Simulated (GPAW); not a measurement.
# Near-edge structure at the S K edge of zinc-blende (ZnS)₁₋ₓ(CdS)ₓ at x = 0.125, part 3 of 3

What does the S K edge look like in zinc-blende (ZnS)₁₋ₓ(CdS)ₓ at x = 0.125?

GPAW 26.7.0; X-ray absorption from dipole matrix elements to empty bands, plane-wave PAW PBE.

So far. Step 5 (Spectrum with XCH, S atom 2): Main maxima below 24 eV (height): 2.7 eV (1.93), 4.0 eV (1.70), 6.3 eV (1.74) and 15.0 eV (1.17). A K edge sees empty p states on the absorber. Step 5 (Spectrum with XCH, S atom 2): The total-energy difference is 2484.40 eV. One term is added: -16.94 eV, since the hole is spin-paired here and a spin-polarised one costs that much less in the free atom (computed apart). The photon energy is then 2467.46 eV.

## 7. Spectrum with XCH, Zn atom 1

The holes are 7.7 Å apart. The excited electron is kept in the cell, where it fills the lowest empty states and screens the hole. After the field has converged, empty bands are computed with the density fixed and the dipole matrix elements are summed.

The absorber has 2 S at 2.33 Å and 2 S at 2.36 Å (tetrahedral).

xas.py reads:

```python
import numpy as np
from ase import Atoms
from ase.parallel import parprint, paropen
from gpaw import GPAW, PW, FermiDirac, Mixer, MixerDif, setup_paths
from gpaw.test import gen
setup_paths.insert(0, '.')
gen('Zn', name='fch1s', xcname='PBE', corehole=(1, 0, 1), write_xml=True)
from gpaw.mpi import world
world.barrier()

atoms = Atoms('ZnSZnSZnSZnSCdSZnSZnSZnS',
    cell=[[0, 5.46125, 5.46125],
     [5.46125, 0, 5.46125],
     [5.46125, 5.46125, 0]],
    scaled_positions=[[0.9997515, 0.9989788, 0.9995945],
     [0.1058081, 0.1304745, 0.1316573],
     [0.0013291, 0.998832, 0.5011879],
     [0.1247746, 0.1253128, 0.6252306],
     [0.0004309, 0.499818, 0.9989197],
     [0.1246275, 0.6249637, 0.1240309],
     [0.9988824, 0.5009395, 0.4992898],
     [0.1247968, 0.6249346, 0.6248594],
     [0.4994415, 0.0009541, 0.9995908],
     [0.6303457, 0.1325408, 0.1309395],
     [0.4991151, 0.0008675, 0.5004926],
     [0.6318608, 0.1320866, 0.6059895],
     [0.4988944, 0.5021698, 0.9989607],
     [0.6309011, 0.607204, 0.1310694],
     [0.4987383, 0.5015865, 0.5005564],
     [0.6236397, 0.6266386, 0.624837]],
    pbc=True)
atoms.calc = calc = GPAW(legacy_gpaw=True, mode=PW(400, force_complex_dtype=True), xc='PBE', setups={0: 'fch1s'},
    kpts={'size': (3, 3, 3), 'gamma': True}, occupations=FermiDirac(0.04),
    charge=-1, mixer=Mixer(0.1, 5, 50), maxiter=150,
    convergence={'density': 0.0001, 'eigenstates': 1e-6}, txt='scf.txt')
energy = atoms.get_potential_energy() + calc.get_reference_energy()
ef = calc.get_fermi_level()
out = dict(energy=energy, fermi=ef, forces=atoms.get_forces().tolist())
parprint(f'all-electron energy {energy:.4f} eV, Fermi level {ef:.4f} eV')
ev = np.array([[calc.get_eigenvalues(k, s) for k in range(len(calc.get_ibz_k_points()))] for s in range(calc.get_number_of_spins())])
out['homo'], out['lumo'], out['counts'] = ev[ev < ef].max(), ev[ev > ef].min(), sorted(set((ev < ef).sum((0, 2)).tolist()))
out['filled'] = (ev[:, 0] < ef).sum(1).tolist()

from ase.units import Ha
from gpaw.xas import dipole_matrix_elements
nb = int(calc.get_number_of_electrons() / 2) + 167
top, nb = nb, nb + 8 + nb // 12
nscf = calc.fixed_density(kpts={'size': (4, 4, 4), 'gamma': True}, nbands=nb,
    convergence={'bands': top, 'eigenstates': 5e-3}, maxiter=60, txt='nscf.txt')
cell = atoms.cell.array
ops = [cell.T @ U.T @ np.linalg.inv(cell.T) for U in nscf.wfs.kd.symmetry.op_scc]
filled = [72]  # bands filled in the ground state, by spin
E = np.arange(-6, 30, 0.1)
fwhm = np.interp(E, [4, 25], [1.67, 3.5])
Y, X, zero, highest = 0, 0, 1e9, 1e9
for spin in range(nscf.get_number_of_spins()):
    wfs = nscf.wfs
    mine = wfs.bd.get_slice()  # this rank's bands
    A = dipole_matrix_elements(wfs.setups[0])
    eps = np.zeros((wfs.kd.nibzkpts, nb))
    d = np.zeros((3, A.shape[1], wfs.kd.nibzkpts, nb), complex)
    for kpt in wfs.kpt_u:
        if kpt.s == spin and 0 in kpt.P_ani:
            eps[kpt.k, mine] = kpt.eps_n * Ha
            d[:, :, kpt.k, mine] = (kpt.weight * wfs.nspins / 2) ** 0.5 * np.inner(A, kpt.P_ani[0])
    world.sum(eps)
    world.sum(d)
    T = np.einsum('amkn,bmkn->abkn', d, d.conj()).real
    T = sum(np.einsum('ai,ijkn,bj->abkn', R, T, R) for R in ops) / len(ops)
    empty = np.ones_like(eps, bool) & (np.arange(nb) >= filled[spin])
    zero, highest = min(zero, eps[empty].min()), min(highest, eps[:, top - 1].min())
    lines = [(eps, T, empty)] if spin == 0 else lines + [(eps, T, empty)]
for eps, T, empty in lines:
    f = np.einsum('aakn->akn', T).reshape(3, -1)
    x = eps.ravel() - zero
    w = np.interp(x, E, fwhm) / 2.35482
    g = np.exp(-0.5 * ((E[:, None] - x) / w) ** 2) / (w * (2 * np.pi) ** 0.5)
    Y = Y + (f * empty.ravel()) @ g.T
    X = X + (f * ~empty.ravel()) @ g.T
out.update(E=E.round(2).tolist(), xas=Y.tolist(), xes=X.tolist(), zero=zero, valid=highest - zero, nk=len(eps), nb=nb)
for i in range(0, len(E), 10):
    parprint(f'{E[i]:7.2f}', *(f'{v:10.3e}' for v in Y[:, i]))
import json
with paropen('out.json', 'w') as f:
    json.dump(out, f)
```

Run with:

```sh
OMP_NUM_THREADS=1 mpirun -n 4 gpaw python xas.py
```

Numbers of over 12 decimals in the logs are rounded to 6 here.

The log of the run:

```text
Input parameters:
  charge: -1
  convergence: {density: 0.0001,
                eigenstates: 1e-06}
  kpts: {gamma: True,
         size: (3, 3, 3)}
  maxiter: 150
  mixer: {backend: pulay,
          beta: 0.1,
          method: separate,
          nmaxold: 5,
          weight: 50}
  mode: {ecut: 400.0,
         force_complex_dtype: True,
         name: pw}
  occupations: {fixmagmom: False,
[...]
*d    :    -0.022506
--------------------------------

Diagonalizing with gridspacing h=0.050

state   all-electron     PAW
-------------------------------
4s:      -0.591866    -0.592148
4p:      -0.335189    -0.335391
3d:      -1.022506    -1.022962
*f:                   -0.019081
-------------------------------
all-electron energy -571424.7289 eV, Fermi level 6.8170 eV
[...]
28.00  1.761e-07  1.732e-07  1.734e-07
  29.00  1.722e-07  1.664e-07  1.666e-07
[key lines of the parts left out:]
Converged after 16 iterations.
Dipole moment: (-20.864539, -23.617574, -23.895261) |e|*Ang
Free energy:    -60.145848
Fermi level: 6.81700
```

Run time: 6.3 min. Hardware: 4 MPI ranks of Intel Xeon at 2.70GHz, shared host; peak memory 0.77 GiB; 25 min of CPU time.

The Zn K spectrum, Zn atom 1, excited-electron core hole (neutral cell) (energy from the bottom of the conduction band, which holds the excited electron; intensity scaled to a mean of 1 over the first 20 eV):

```csv
E (eV),isotropic,ε ∥ x,ε ∥ y
-2.0,0.00,0.00,0.00
-1.5,0.00,0.00,0.00
-1.0,0.00,0.00,0.00
-0.5,0.01,0.01,0.01
0.0,0.02,0.02,0.03
0.5,0.08,0.07,0.09
1.0,0.20,0.16,0.22
1.5,0.41,0.33,0.45
2.0,0.68,0.56,0.74
2.5,0.93,0.78,1.00
3.0,1.10,0.97,1.16
3.5,1.28,1.20,1.32
4.0,1.58,1.56,1.59
4.5,1.90,1.94,1.88
5.0,2.01,2.09,1.97
5.5,1.79,1.87,1.75
6.0,1.38,1.44,1.35
6.5,1.01,1.06,0.99
7.0,0.82,0.85,0.80
7.5,0.80,0.82,0.80
8.0,0.89,0.90,0.89
8.5,0.97,0.97,0.97
9.0,0.98,0.98,0.98
9.5,0.92,0.94,0.92
10.0,0.88,0.91,0.86
10.5,0.89,0.93,0.87
11.0,0.94,0.98,0.93
11.5,1.00,1.01,0.99
12.0,1.02,1.02,1.02
12.5,1.01,1.00,1.02
13.0,1.00,0.98,1.01
13.5,1.01,0.99,1.01
14.0,1.01,1.00,1.02
14.5,1.02,1.01,1.03
15.0,1.03,1.02,1.03
15.5,1.03,1.03,1.04
16.0,1.03,1.03,1.03
16.5,1.03,1.02,1.03
17.0,1.02,1.01,1.02
17.5,1.00,0.99,1.00
18.0,0.98,0.97,0.98
18.5,0.94,0.95,0.94
19.0,0.91,0.91,0.90
19.5,0.87,0.88,0.86
20.0,0.83,0.85,0.82
20.5,0.80,0.82,0.79
21.0,0.78,0.80,0.77
21.5,0.77,0.80,0.76
22.0,0.78,0.81,0.77
22.5,0.80,0.82,0.79
23.0,0.82,0.84,0.82
23.5,0.84,0.85,0.84
24.0,0.85,0.86,0.85
24.5,0.86,0.86,0.86
25.0,0.87,0.86,0.88
25.5,0.90,0.88,0.90
26.0,0.93,0.91,0.94
26.5,0.97,0.96,0.98
27.0,1.01,1.00,1.01
```

Main maxima below 26 eV (height): 5.0 eV (2.01), 8.8 eV (0.99) and 15.8 eV (1.03). 

The total-energy difference is 9692.74 eV. One term is added: -30.96 eV, since the hole is spin-paired here and a spin-polarised one costs that much less in the free atom (computed apart). The photon energy is then 9661.78 eV. The tabulated edge of the element is 9659 eV. The functional leaves an error of a few eV in such absolute values.

## 8. Summary of results

```
absorber and edge                               : S K, atom 2 of the ground-state input (counted from 1)
surroundings                                    : 3 Zn at 2.33 Å and 1 Cd at 2.48 Å (distorted tetrahedral)
highest intensity below 16 eV                   : 2.7 eV above the zero, height 1.93
photon energy of the zero, with the added terms : 2467.5 eV (raw 2484.4 eV; uncertain by a few eV)
```

In words: The S K edge of atom 2, with 3 Zn at 2.33 Å and 1 Cd at 2.48 Å (distorted tetrahedral), has its highest intensity of the first 16 eV at 2.7 eV above the zero, near 2470 eV in photon energy (uncertain by a few eV), 1.9 times the mean level of the first 20 eV (Gaussian full width 0.9 eV up to 4 eV, rising linearly to 3.5 eV at 25 eV). The mesh is coarse (0.25 Å⁻¹ between points), so small maxima may be mesh ripples. Lifetime broadening is put in by hand, and intensities beyond about 20 eV depend on it and on the partial waves; weight that the partial waves miss at high energy is lost.

[Banner, clock and machine lines of the logs are left out without a mark of their own.]

[Logs are printed without paths, hosts, clocks, repeated set-up lines and the standing remarks that a program may print on its own settings, such as how far it seeks lower states.]

[Hosts, paths, dates, database ids (printed as entryN), source tags and the programs' standing remarks are cut or masked in the printed files.]

[Lists of maxima count a maximum above −3 eV only where it reaches 4 % of the highest in the window and stands out from its surroundings by 2 % of it (1.5 % where it reaches 55 %); shoulders and weaker maxima are passed over, and of the rest the first, up to two pre-edge ones and the few strongest are named.]
